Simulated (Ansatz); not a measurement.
# What BeHg (built on the sites of a database entry of SrHg) distorts into

Aim: this structure of BeHg (built on the sites of a database entry of SrHg) is to be tested for unstable modes, and one is followed downhill.

Program: Ansatz 0.2.0. Level of theory: DFT PBEsol, scalar-relativistic, plane waves, PseudoDojo norm-conserving pseudopotentials. Results are calculated unless marked as measured.

The structure was built from a prototype and need not be the compound's stable phase.

### Step 1. Starting point

Symmetry: Pm-3m, No. 221, cubic system. The conventional cell has a = 3.080 Å, b = 3.080 Å, c = 3.080 Å, α = 90.00°, β = 90.00°, γ = 90.00°. Be has 8 Hg at 2.67 Å nearest. Nearest to Hg lie 8 Be at 2.67 Å. Farther neighbours are not listed.

### Step 2. Phonons on a q mesh

The cell comes from relaxations at this level that are not shown. Stability and thermal properties need the whole zone. Linear response on a 4×4×4 q mesh gives force constants as far as a supercell of that size would.

File input.yaml:

```yaml
crystal:
  lattice:
    - [3.0800949983, 0.0, 0.0]
    - [0.0, 3.0800949983, 0.0]
    - [0.0, 0.0, 3.0800949983]
  atoms:
    - { symbol: Be, position: [0.5, 0.5, 0.5] }
    - { symbol: Hg, position: [0.0, 0.0, 0.0] }
kpoints:
  mp_grid: { grid: [12, 12, 12] }
hamiltonian:
  xc: pbesol
  pseudopotentials: { kind: nc, accuracy: standard }
scf:
  occupations: { method: methfessel_paxton, width: 0.15 }
output:
  eigenvalues: true
phonons:
  method: dfpt
  qmesh: [4, 4, 4]
  temperatures: { t_max: 1000, t_step: 50 }
  qpath:
    path:
      - [[0.0, 0.0, 0.0], [0.0, 0.5, 0.0], [0.5, 0.5, 0.0], [0.0, 0.0, 0.0], [0.5, 0.5, 0.5], [0.0, 0.5, 0.0]]
      - [[0.5, 0.5, 0.5], [0.5, 0.5, 0.0]]
    npoints: 10
```

Command:

```bash
ansatz run input.yaml --threads 4 --pin off --max-ram 7168MiB --backend cpu --events-out ev --progress --plain --runs-dir out
```

Numbers of over 12 decimals in the logs are rounded to 6 here.

The program printed:

```text
Engine: ansatz 0.2.0, aarch64-unknown-linux-gnu
Pseudopotentials: kind: nc
Pseudopotential: Be, nc, valence charge 4, recommended cutoff 1197.300995 eV (normal), Be.nc.azcp (PseudoDojo's, or run here from an input of PseudoDojo's; its table is named by hamiltonian.pseudopotentials.accuracy)
Pseudopotential: Hg, nc, valence charge 20, recommended cutoff 897.975746 eV (normal), Hg.nc.azcp (PseudoDojo's, or run here from an input of PseudoDojo's; its table is named by hamiltonian.pseudopotentials.accuracy)
Functional definition: PBEsol
  exchange = pbesol_x
  correlation = pbesol_c
Crystal: 2 atoms, lattice volume = 29.221 Å³
Basis set: ecut = 1197.300995 eV, 2777 PW (Γ), exchange–correlation on 72×72×72 points (8 copies of the dense FFT grid, shifted against one another)
Bands: 16, of which v1, the nominal top of the filled ones, is band 12 counted from 1 (11 counted from 0)
Symmetry: 48 space group operations
k-points: 84 of 1728
Non-local potential: Be, projectors of the file, l = 0: 2, l = 1: 2
Non-local potential: Hg, projectors of the file, l = 0: 2, l = 1: 2, l = 2: 2, l = 3: 1
Initial density: superposition of atomic densities (chi_scale 0.1, normalization cell, long waves kept (reshape's long-wave potential 0.00 eV rms))
Initial wavefunctions: pseudopotential atomic-orbital guess
Functional: x = pbesol(κ = 0.804, μ = 0.123457), c = pbesol(β = 0.046)
SCF iter   1: F=—  HF=-4909.675338 eV  |F-HF|=—  |Δ(HF+E_count)|=         —  Δρ=6.81e-2  dr2=2.01e0  ethr=3.10e-3  ⟨swp⟩=6.5  Hψ=8261  notcnv=0
preconditioner: auto → none  [insulator: Δε(μ)=0.120 eV  Ē_g=11.287 eV  σ=0.150 eV  W_gap=0.55  n_scr=6 (ndim 8)  ℏωp=25.7 eV  f_vac=0.000  D(μ)=0.30/eV (n_scr^D=0)  ε∞_Penn≈6.2]
SCF iter   2: F=—  HF=-4909.125242 eV  |F-HF|=—  |Δ(HF+E_count)|=   5.50e-1  S|Δr|=    0.00e0  Δρ=3.74e-2  dr2=2.84e-1  ethr=3.10e-3  ⟨swp⟩=3.7  Hψ=3648  notcnv=0  defer=6
SCF iter   3: F=—  HF=-4909.029829 eV  |F-HF|=—  |Δ(HF+E_count)|=   9.54e-2  S|Δr|=    0.00e0  Δρ=1.09e-2  dr2=9.99e-3  ethr=1.18e-3  ⟨swp⟩=3.3  Hψ=3260  notcnv=0  defer=8
SCF iter   4: F=—  HF=-4909.028349 eV  |F-HF|=—  |Δ(HF+E_count)|=   1.48e-3  S|Δr|=    0.00e0  Δρ=1.66e-3  dr2=3.41e-4  ethr=4.16e-5  ⟨swp⟩=2.5  Hψ=2361  notcnv=0  defer=8
SCF iter   5: F=—  HF=-4909.028372 eV  |F-HF|=—  |Δ(HF+E_count)|=   2.29e-5  S|Δr|=    0.00e0  Δρ=1.95e-4  dr2=9.48e-6  ethr=1.42e-6  ⟨swp⟩=2.2  Hψ=1937  notcnv=0  defer=8
SCF iter   6: F=—  HF=-4909.028384 eV  |F-HF|=—  |Δ(HF+E_count)|=   1.23e-5  S|Δr|=    0.00e0  Δρ=4.43e-5  dr2=4.61e-7  ethr=3.95e-8  ⟨swp⟩=2.3  Hψ=2247  notcnv=0  defer=8
SCF iter   7: F=—  HF=-4909.028383 eV  |F-HF|=—  |Δ(HF+E_count)|=   1.41e-6  S|Δr|=    0.00e0  Δρ=9.82e-6  dr2=1.49e-8  ethr=1.92e-9  ⟨swp⟩=2.2  Hψ=2147  notcnv=0  defer=8
SCF iter   8: F=—  HF=-4909.028383 eV  |F-HF|=—  |Δ(HF+E_count)|=   5.81e-9  S|Δr|=    0.00e0  Δρ=7.57e-7  dr2=6.09e-11  ethr=6.19e-11  ⟨swp⟩=2.0  Hψ=2320  notcnv=0  defer=8
SCF iter   9: F=-4909.028383 eV  HF=-4909.028383 eV  |F-HF|=1.82e-12  |Δ(HF+E_count)|=  1.64e-11  S|Δr|=    0.00e0  Δρ=1.05e-7  dr2=7.32e-13  ethr=1.00e-12  ⟨swp⟩=10.1  Hψ=9254  notcnv=0
SCF 1 converged in 9 iterations: F = -4909.028383 eV  dr2 = 7.32e-13
Initial density: read from a saved state, or passed on in memory by an earlier SCF of this step, an earlier step, the calling program or the single point that the run made first
iter 1 solved again at ethr=2.58e-7 eV; its pass at ethr=3.10e-3 eV (dr2=6.18e-5 eV) is discarded
SCF iter   1: F=—  HF=-4909.028382 eV  |F-HF|=—  |Δ(HF+E_count)|=         —  Δρ=1.62e-6  dr2=6.00e-10  ethr=2.58e-7  ⟨swp⟩=4.4  Hψ=13517  notcnv=0
eigensolver tolerance schedule: the retry pair's looser diagonalisation over-reported the residual by 102932.59 of it (diagonalisation noise at an unbounded share of the residual, at the tolerance the schedule requests for it); recorded, not acted on — ethr = c·dr2/N_el stays at c = 1.0e-1
preconditioner: auto → none  [metal: Δε(μ)=0.053 eV  Ē_g=12.390 eV  σ=0.150 eV  W_gap=0.28  n_scr=6 (ndim 8)  ℏωp=25.7 eV  f_vac=0.000  D(μ)=0.48/eV (n_scr^D=0)]
SCF iter   2: F=—  HF=-4909.028383 eV  |F-HF|=—  |Δ(HF+E_count)|=   1.26e-6  S|Δr|=    0.00e0  Δρ=1.55e-6  dr2=6.95e-10  ethr=2.50e-12  ⟨swp⟩=4.7  Hψ=4477  notcnv=0
SCF iter   3: F=—  HF=-4909.028383 eV  |F-HF|=—  |Δ(HF+E_count)|=  1.97e-10  S|Δr|=    0.00e0  Δρ=6.80e-7  dr2=1.10e-10  ethr=2.50e-12  ⟨swp⟩=2.5  Hψ=2053  notcnv=0
SCF iter   4: F=—  HF=-4909.028383 eV  |F-HF|=—  |Δ(HF+E_count)|=  2.46e-11  S|Δr|=    0.00e0  Δρ=4.58e-7  dr2=4.91e-11  ethr=1.00e-12  ⟨swp⟩=1.0  Hψ=1344  notcnv=0
SCF iter   5: F=—  HF=-4909.028383 eV  |F-HF|=—  |Δ(HF+E_count)|=  1.27e-11  S|Δr|=    0.00e0  Δρ=2.39e-7  dr2=1.20e-11  ethr=1.00e-12  ⟨swp⟩=1.0  Hψ=1344  notcnv=0
SCF iter   6: F=-4909.028383 eV  HF=-4909.028383 eV  |F-HF|=5.46e-12  |Δ(HF+E_count)|=  9.09e-13  S|Δr|=    0.00e0  Δρ=1.56e-7  dr2=5.52e-12  ethr=1.00e-12  ⟨swp⟩=3.9  Hψ=3848  notcnv=0
SCF 2 converged in 6 iterations: F = -4909.028383 eV  dr2 = 5.52e-12
phonons: the bands overlap, so this run is a metal and interpolates without the dipole-dipole term. If the crystal is really an insulator or semiconductor, its LO-TO splitting is missing
NSCF: frozen V_eff on 84 k-points
NSCF: frozen V_eff on 196 k-points
DFPT response loops at q = (0, 0, 0) (fractional): preconditioner auto → Kerker (q_TF=auto, 2.640 Å⁻¹) (partly filled bands, converged f_vac=0.000); β = 1.00, the filter's whole step (`scf.mixing.beta` (0.50) is not read by the response loops under this deck's `scf.mixing.preconditioner`; to damp them name `kerker` or `kerker_dos`, under which they read `scf.mixing.beta`, and type it under 1.00, their step now; both keys bind the ground state too); Broyden in place of MSR1
NSCF: frozen V_eff on 1176 k-points
DFPT response loops at q = (0, 0, 0.25) (fractional): mixed as the last ones told, above
NSCF: frozen V_eff on 686 k-points
DFPT response loops at q = (0, 0, -0.5) (fractional): mixed as the last ones told, above
NSCF: frozen V_eff on 2016 k-points
DFPT response loops at q = (0, 0.25, 0.25) (fractional): mixed as the last ones told, above
NSCF: frozen V_eff on 1176 k-points
DFPT response loops at q = (0, 0.25, -0.5) (fractional): mixed as the last ones told, above
NSCF: frozen V_eff on 686 k-points
DFPT response loops at q = (0, -0.5, -0.5) (fractional): mixed as the last ones told, above
NSCF: frozen V_eff on 1872 k-points
DFPT response loops at q = (0.25, 0.25, 0.25) (fractional): mixed as the last ones told, above
NSCF: frozen V_eff on 2016 k-points
DFPT response loops at q = (0.25, 0.25, -0.5) (fractional): mixed as the last ones told, above
NSCF: frozen V_eff on 1176 k-points
DFPT response loops at q = (0.25, -0.5, -0.5) (fractional): mixed as the last ones told, above
NSCF: frozen V_eff on 392 k-points
DFPT response loops at q = (-0.5, -0.5, -0.5) (fractional): mixed as the last ones told, above
SCF converged after 9 iterations
Stability not checked: this state was not tested for a lower state beside it, because cold or Methfessel-Paxton smearing, or corrected tetrahedra, fill the levels in a way that the test cannot read (fill_not_monotonic; see scf.lower_state_search)
Free energy (F): -4909.028383 eV
Harris-Foulkes:  -4909.028383 eV  (|F-HF|=1.82e-12)
Internal energy: -4909.027664 eV  (E = F + TS)
E sigma→0 (E₀):  -4909.028203 eV
Entropy (-TS):   -0.000719 eV (-0.359 meV/atom)
Fermi energy:    15.916309 eV
--- Per-component energies (eV) ---
  E_band       = -547.982265
  E_kinetic    = 1524.394395
  E_local      = -3577.177276  (includes V_loc(G=0)·N_el)
  E_nonlocal   = -111.539597
  E_hartree    = 1125.287037
  E_xc         = -811.037324
  E_vxc        = -634.233901  (∫ρ·V_xc dr)
  E_ewald      = -3058.954898
  E_smearing   = -0.000719  (= −TS)
  E_closure    = -0.000000  (closes the sum)
  Σ components = -4909.028383   (vs F -4909.028383, Δ=0.00e0)
--- Band table (eV; the first three rows and the last of 84) ---
  k-point 0: bands = [... 8 lower, 8.2633, 8.2633, 8.2633, 18.3177, 18.3177, 18.3177, 23.7234, 25.8509]
  k-point 1: bands = [... 8 lower, 8.2063, 8.2063, 8.2680, 17.6638, 18.4919, 18.4919, 23.9144, 25.7589]
  k-point 2: bands = [... 8 lower, 8.0560, 8.0560, 8.2810, 16.2231, 18.9922, 18.9922, 24.1169, 25.5075]
  k-point 83: bands = [... 8 lower, 8.9807, 8.9807, 17.3862, 17.3862, 17.3862, 17.4901, 17.6607, 18.5800]
--- Phonons (Γ-DFPT): 2 representative perturbations + reference (Σ response iterations 5) ---
  ASR residual: 2.379e-4 → 0.000e0 eV/Å²; symmetrization residual: 6.864e-7 eV/Å²
  ASR residual per site (eV/Å²): 1.18e-5 2.38e-4
  Γ frequencies (cm⁻¹): 0.00 0.00 0.00 216.18 216.18 216.18
--- Phonons (arbitrary-q DFPT): 10 irreducible q on the 4×4×4 mesh ---
  q = [0.0000, 0.0000, 0.0000] (star 1, of the zone-centre solve; hermiticity 9.26e-7, symmetrization 6.43e-14): -0.00 -0.00 0.00 216.18 216.18 216.18
  q = [0.0000, 0.0000, 0.2500] (star 6, 4 solved perturbations in 1848 linear systems a pass and spin channel, the states on 588 of 1728 k-point pairs; hermiticity 5.78e-7, symmetrization 8.81e-13, the responses' own estimated error 4.8e-5 eV/Å²): 20.87 20.87 79.76 204.27 204.27 231.88
  q = [0.0000, 0.0000, -0.5000] (star 3, 4 solved perturbations in 1078 linear systems a pass and spin channel, the states on 343 of 1728 k-point pairs; hermiticity 1.35e-7, symmetrization 6.72e-8, the responses' own estimated error 4.6e-5 eV/Å²): 28.40 28.40 108.14 199.96 199.96 250.56
  q = [0.0000, 0.2500, 0.2500] (star 12, 4 solved perturbations in 3108 linear systems a pass and spin channel, the states on 1008 of 1728 k-point pairs; hermiticity 4.58e-7, symmetrization 1.85e-13, the responses' own estimated error 4.7e-5 eV/Å²): -14.94 26.43 81.97 229.67 234.16 237.76
  q = [0.0000, 0.2500, -0.5000] (star 12, 6 solved perturbations on 588 of 1728 k-point pairs; hermiticity 2.61e-7, symmetrization 5.53e-8, the responses' own estimated error 4.6e-5 eV/Å²): 24.17 48.65 75.52 244.43 245.25 253.81
  q = [0.0000, -0.5000, -0.5000] (star 3, 4 solved perturbations in 1078 linear systems a pass and spin channel, the states on 343 of 1728 k-point pairs; hermiticity 9.40e-8, symmetrization 6.76e-11, the responses' own estimated error 4.5e-5 eV/Å²): -76.63 -76.63 -24.19 233.29 233.29 269.55
  q = [0.2500, 0.2500, 0.2500] (star 8, 2 solved perturbations on 936 of 1728 k-point pairs; hermiticity 4.32e-7, symmetrization 8.16e-13, the responses' own estimated error 1.6e-5 eV/Å²): 23.99 23.99 69.09 196.25 196.25 279.62
  q = [0.2500, 0.2500, -0.5000] (star 12, 4 solved perturbations in 3108 linear systems a pass and spin channel, the states on 1008 of 1728 k-point pairs; hermiticity 2.44e-7, symmetrization 1.16e-8, the responses' own estimated error 4.0e-5 eV/Å²): -21.20 70.59 72.58 129.56 221.43 266.27
  q = [0.2500, -0.5000, -0.5000] (star 6, 4 solved perturbations in 1848 linear systems a pass and spin channel, the states on 588 of 1728 k-point pairs; hermiticity 1.55e-7, symmetrization 4.15e-9, the responses' own estimated error 1.6e-5 eV/Å²): -73.01 -73.01 72.47 186.21 186.21 215.30
  q = [-0.5000, -0.5000, -0.5000] (star 1, 2 solved perturbations on 196 of 1728 k-point pairs; hermiticity 3.97e-10, symmetrization 1.98e-10, the responses' own estimated error 1.9e-5 eV/Å²): 77.25 77.25 77.25 90.44 90.44 90.44
  sum rule: each row above includes the acoustic sum rule's correction from the zone centre's row sums; it moved no ω² by more than (0.60 cm⁻¹)²
  mesh force constants: q→R imaginary residual 3.70e-18; ASR residual 2.379e-4 → 0.000e0 eV/Å²; symmetrization residual 2.665e-15 eV/Å²
  interpolated dispersion: 62 rows × 6 modes
  density of states and harmonic sums: on the 20×20×20 q-mesh, interpolated from the force constants of a 4×4×4 supercell (no non-analytic term)
  largest difference from the sums on the solved wave vectors: F 5.84e-2 eV, S 6.92e-5 and C_V 1.29e-5 eV/K
  zero-point energy: 0.048396 eV/cell   skipped modes (ω ≤ 0): 192, of them read as no rigid motion or as one in doubt: 189 (6.244e-1 modes/cell left out, lowest -77.46 cm⁻¹)   left out of the sums: 1.04e-1 of the cell's modes: C_V's classical limit lies that fraction below 3 k_B per atom; for a crystal, a wire or a layer, F and S can be off by more, and a phonons.interpolated_qmesh denser along its periods is the remedy for the sampling
```

Wall time 8.3 min (4 threads of Arm Neoverse V2, shared host); peak memory 3.8 GiB; 33 min of CPU time.

Numbers from this step:

- volume per atom: 14.61 Å³
- gap on the k-mesh: 0 eV
- sum-rule residual before enforcement: 2.38e-4 eV/Å²
- lowest frequency on the path: -77.46 cm⁻¹
- point group: m-3m
- highest frequency on the path or at a solved wavevector: 279.6 cm⁻¹
- highest optical mode at the zone centre (no LO-TO term): 216.2 cm⁻¹
- lowest optical zone-centre mode: 216.2 cm⁻¹
- lowest mode on the q mesh (acoustic modes at Γ apart): -76.63 cm⁻¹

Frequencies (cm⁻¹) solved at each irreducible wavevector; negative means imaginary. Frequencies by wavevector, by row:

```csv
q in reciprocal lattice units,star,mode 1,mode 2,mode 3,mode 4,mode 5,mode 6
0 0 0,1,0,0,0,216.2,216.2,216.2
0 0 0.25,6,20.9,20.9,79.8,204.3,204.3,231.9
0 0 -0.5,3,28.4,28.4,108.1,200,200,250.6
0 0.25 0.25,12,-14.9,26.4,82,229.7,234.2,237.8
0 0.25 -0.5,12,24.2,48.6,75.5,244.4,245.2,253.8
0 -0.5 -0.5,3,-76.6,-76.6,-24.2,233.3,233.3,269.6
0.25 0.25 0.25,8,24,24,69.1,196.2,196.2,279.6
0.25 0.25 -0.5,12,-21.2,70.6,72.6,129.6,221.4,266.3
0.25 -0.5 -0.5,6,-73,-73,72.5,186.2,186.2,215.3
-0.5 -0.5 -0.5,1,77.2,77.2,77.2,90.4,90.4,90.4
```

Interpolated from a 4×4×4 q mesh. Phonon branches along the path, in cm⁻¹:

```csv
point,branch 1,branch 2,branch 3,branch 4,branch 5,branch 6
Γ,0,0,0,216,216,216
halfway,21,21,80,204,204,232
X,28,28,108,200,200,251
halfway,24,49,76,244,245,254
M,-77,-77,-24,233,233,270
halfway,-15,26,82,230,234,238
Γ,0,0,0,216,216,216
halfway,24,24,69,196,196,280
R,77,77,77,90,90,90
halfway,-21,71,73,130,221,266
X,28,28,108,200,200,251
jump to R,77,77,77,90,90,90
halfway,-73,-73,72,186,186,215
M,-77,-77,-24,233,233,270
```

The phonon branches as a text plot (rows in cm⁻¹):

```
    272 |             ***               ***         **          *
    257 |       ******   **            *              ****    **
    242 |    ***   **** ******       **    *       * * *
    228 |  **     **   *     ***    *               *          **
    213 |***                  **********          *     *    **
    198 |   ******                      *   *      *   ***
    183 |                                             *     **
    168 |                                **      **         *
    153 |                                  *         *     *
    138 |                                    *   *
    123 |                                   *   *   *
    108 |      ***                           *     *    ***
     94 |    **   **                          *****   **  *
     79 |   *              ****               ********     ***
     64 |                 *    *     ******  *  *  ***
     49 |  *      ***           *   *      * *   **   **  *   *
     34 | *    ******    *         *        *   *    *****     *
     19 |* ****     **    ********   *******
      4 |**          *          *****
    -11 |             *  *   ***                                *
    -25 |            * **  **                       *
    -40 |                 *                      * *
    -55 |             * **                        *        *
    -70 |              **                                   *****
         Γ      X      M          Γ            R        X|R     M
```

Symmetry leaves 10 wavevectors to solve. The lowest mode among them, the acoustic zeros apart, lies at q = (0, -0.5, -0.5) and is imaginary, 76.6i cm⁻¹, so the energy falls along it.

### Step 3. The mode frozen in, largest atomic shift 0 Å

The mode followed lies at q = (0, -0.5, -0.5) with frequency 76.6i cm⁻¹ and is 2-fold degenerate, the softest among the wavevectors solved. At small amplitude the distorted cell has space group no. 65 by a symmetry search on the positions. The undistorted cell that holds it gives the zero of energy on the same k mesh.

System of this step: BeHg (built on the sites of a database entry of SrHg). Symmetry: Pm-3m, No. 221, cubic system. The conventional cell has a = 3.080 Å, b = 3.080 Å, c = 3.080 Å, α = 90.00°, β = 90.00°, γ = 90.00°. Be has 8 Hg at 2.67 Å nearest. Nearest to Hg lie 8 Be at 2.67 Å. Farther neighbours are not listed.

input.yaml, the sections that differ from step 2:

```yaml
crystal:
  lattice:
    - [-3.0800949983, 0.0, 0.0]
    - [0.0, -3.0800949983, -3.0800949983]
    - [0.0, -3.0800949983, 3.0800949983]
  atoms:
    - { symbol: Be, position: [0.5, 0.0, 0.5] }
    - { symbol: Be, position: [0.5, 0.5, 0.0] }
    - { symbol: Hg, position: [0.0, 0.0, 0.0] }
    - { symbol: Hg, position: [0.0, 0.5, 0.5] }
kpoints:
  mp_grid: { grid: [12, 8, 8] }
output:
  forces: true
  stress: true
  eigenvalues: true
# hamiltonian, scf: as in step 2
# phonons: removed
```

The program printed:

```text
[...]
Crystal: 4 atoms, lattice volume = 58.442 Å³
Basis set: ecut = 1197.300995 eV, 5529 PW (Γ), exchange–correlation on 72×100×100 points (8 copies of the dense FFT grid, shifted against one another)
Bands: 29, of which v1, the nominal top of the filled ones, is band 24 counted from 1 (23 counted from 0)
Symmetry: 32 space group operations
[...]
k-points: 105 of 768
[...]
k-point 0: bands = [... 20 lower, 8.9532, 12.1356, 12.1356, 13.8063, 17.1691, 18.3139, 18.3139, 18.3144, ... 1 higher]
  k-point 1: bands = [... 20 lower, 8.7529, 11.0893, 12.4236, 14.7213, 17.5062, 17.9951, 18.0535, 18.5098, ... 1 higher]
  k-point 2: bands = [... 20 lower, 8.3036, 9.6283, 13.1344, 15.5953, 17.1971, 17.4831, 18.7257, 19.0626, ... 1 higher]
  k-point 104: bands = [... 20 lower, 12.1340, 12.1340, 12.1371, 12.1371, 13.8062, 13.8062, 17.1680, 17.1680, ... 1 higher]
[key lines of the parts left out:]
SCF converged after 7 iterations
Free energy (F): -9818.039874 eV
Fermi energy:    15.898583 eV
P = ⅓ Tr σ = 0.3718 GPa (3.718 kbar)
```

Elapsed: 8.2 s, on 4 threads; peak memory 0.79 GiB.

Numbers from this step:

```
pressure                         : 0.3718 GPa
energy from the undistorted cell : 0 meV/atom
```

The run ends at a pressure of 0.37 GPa.

[end of part 1 of 2]

[Logs are printed without paths, hosts, clocks, repeated set-up lines and the standing remarks that a program may print on its own settings, such as how far it seeks lower states.]

[Hosts, paths, dates, database ids (printed as entryN), source tags and the programs' standing remarks are cut or masked in the printed files.]
